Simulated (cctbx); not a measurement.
**Reading a Patterson map**

Space group Fm-3m (no. 225), a = 13.4220 Å, b = 13.4220 Å, c = 13.4220 Å, α = 90.00°, β = 90.00°, γ = 90.00°, content Re8 Cd84 B24.

Simulated single-crystal data (cctbx): Ga Kα, λ = 1.3414 Å, to d = 0.8 Å, 95 % of the full sphere, strongest reflection 20000 counts, noise from counting, a 2 % proportional error and a noise floor of 8 counts (s.d.); no absorption, some extinction.

Patterson synthesis, origin scaled to 1000:

```text
Patterson group F m -3 m
      u       v       w   height  length (A)
  0.000   0.000   0.000   1000.0     0.00
  0.000   0.163   0.163    229.0     3.10
  0.165   0.165   0.335    178.7     5.48
  0.250   0.250   0.250    157.1     5.81
  0.000   0.000   0.500    156.4     6.71
  0.000   0.000   0.229    135.8     3.07
  0.130   0.130   0.370    131.8     5.55
  0.000   0.000   0.321    130.4     4.31
  0.136   0.136   0.136    103.5     3.16
  0.087   0.087   0.248     98.3     3.72
  0.000   0.228   0.228     73.7     4.33
  0.049   0.049   0.386     60.0     5.27
  0.000   0.250   0.250     57.4     4.75
  0.115   0.224   0.276     57.3     5.01
```

**Question.** Which atom pairs make the peaks, and where is the heaviest atom?

A peak at u stands for all pairs with xi − xj = u, with weight Σ ZiZj against Σ Z² = 239136 at the origin. Peak heights follow these weights only roughly, since form factors, motion and series ripples differ, all vectors within 0.55 Å of a peak are counted as merged into it though the farther ones add only part of their weight, and F(000) is left out, which lowers the whole map:

| u | v | w | shortest length (Å) | height | 1000 ΣZiZj/ΣZ² | pairs in the cell |
| --- | --- | --- | --- | --- | --- | --- |
| 0.000 | 0.163 | 0.163 | 3.09 | 229 | 270 | 28 × Cd–Cd |
| 0.165 | 0.165 | 0.335 | 5.48 | 179 | 231 | 24 × Cd–Cd |
| 0.250 | 0.250 | 0.250 | 5.81 | 157 | 275 | 16 × Cd–Cd, 8 × Re–Cd |
| 0.000 | 0.000 | 0.500 | 6.71 | 156 | 188 | 8 × Re–Re |
| 0.000 | 0.000 | 0.229 | 3.07 | 136 | 154 | 16 × Cd–Cd |
| 0.130 | 0.130 | 0.370 | 5.55 | 132 | 222 | 8 × Re–Cd, 8 × Cd–Cd, 24 × Cd–B |
| 0.000 | 0.000 | 0.321 | 4.31 | 130 | 154 | 16 × Cd–Cd |
| 0.136 | 0.136 | 0.136 | 3.16 | 104 | 145 | 8 × Re–Cd, 24 × Cd–B |
| 0.087 | 0.087 | 0.248 | 3.72 | 98 | 120 | 8 × Re–Cd |
| 0.000 | 0.228 | 0.228 | 4.33 | 74 | 103 | 8 × Cd–Cd, 16 × Re–B, 8 × B–B |

The table stops at ten peaks or at a height of 45, below which ripples compete. In the model behind the data Re, the heaviest element, has 1 independent site: (1/4, 1/4, 3/4), up to an allowed shift of origin; the Re–Re vectors are differences of these positions and their symmetry mates. The whole model:

| atom | mult. | x | y | z | Ueq (Å²) |
| --- | --- | --- | --- | --- | --- |
| Re1 | 8 | 1/4 | 1/4 | 3/4 | 0.0119 |
| Cd1 | 4 | 0 | 0 | 0 | 0.0142 |
| Cd2 | 32 | 0.8847 | 0.8847 | 0.6153 | 0.0151 |
| Cd3 | 48 | 0.3384 | 0.6616 | 0 | 0.0172 |
| B1 | 24 | 0 | 0 | 0.7263 | 0.0286 |

The model was made for the exercise: a known structure type with other elements put in, its volume estimated, not relaxed; displacement parameters are assumed.

[Logs are printed without paths, hosts, clocks, repeated set-up lines and the standing remarks that a program may print on its own settings, such as how far it seeks lower states.]
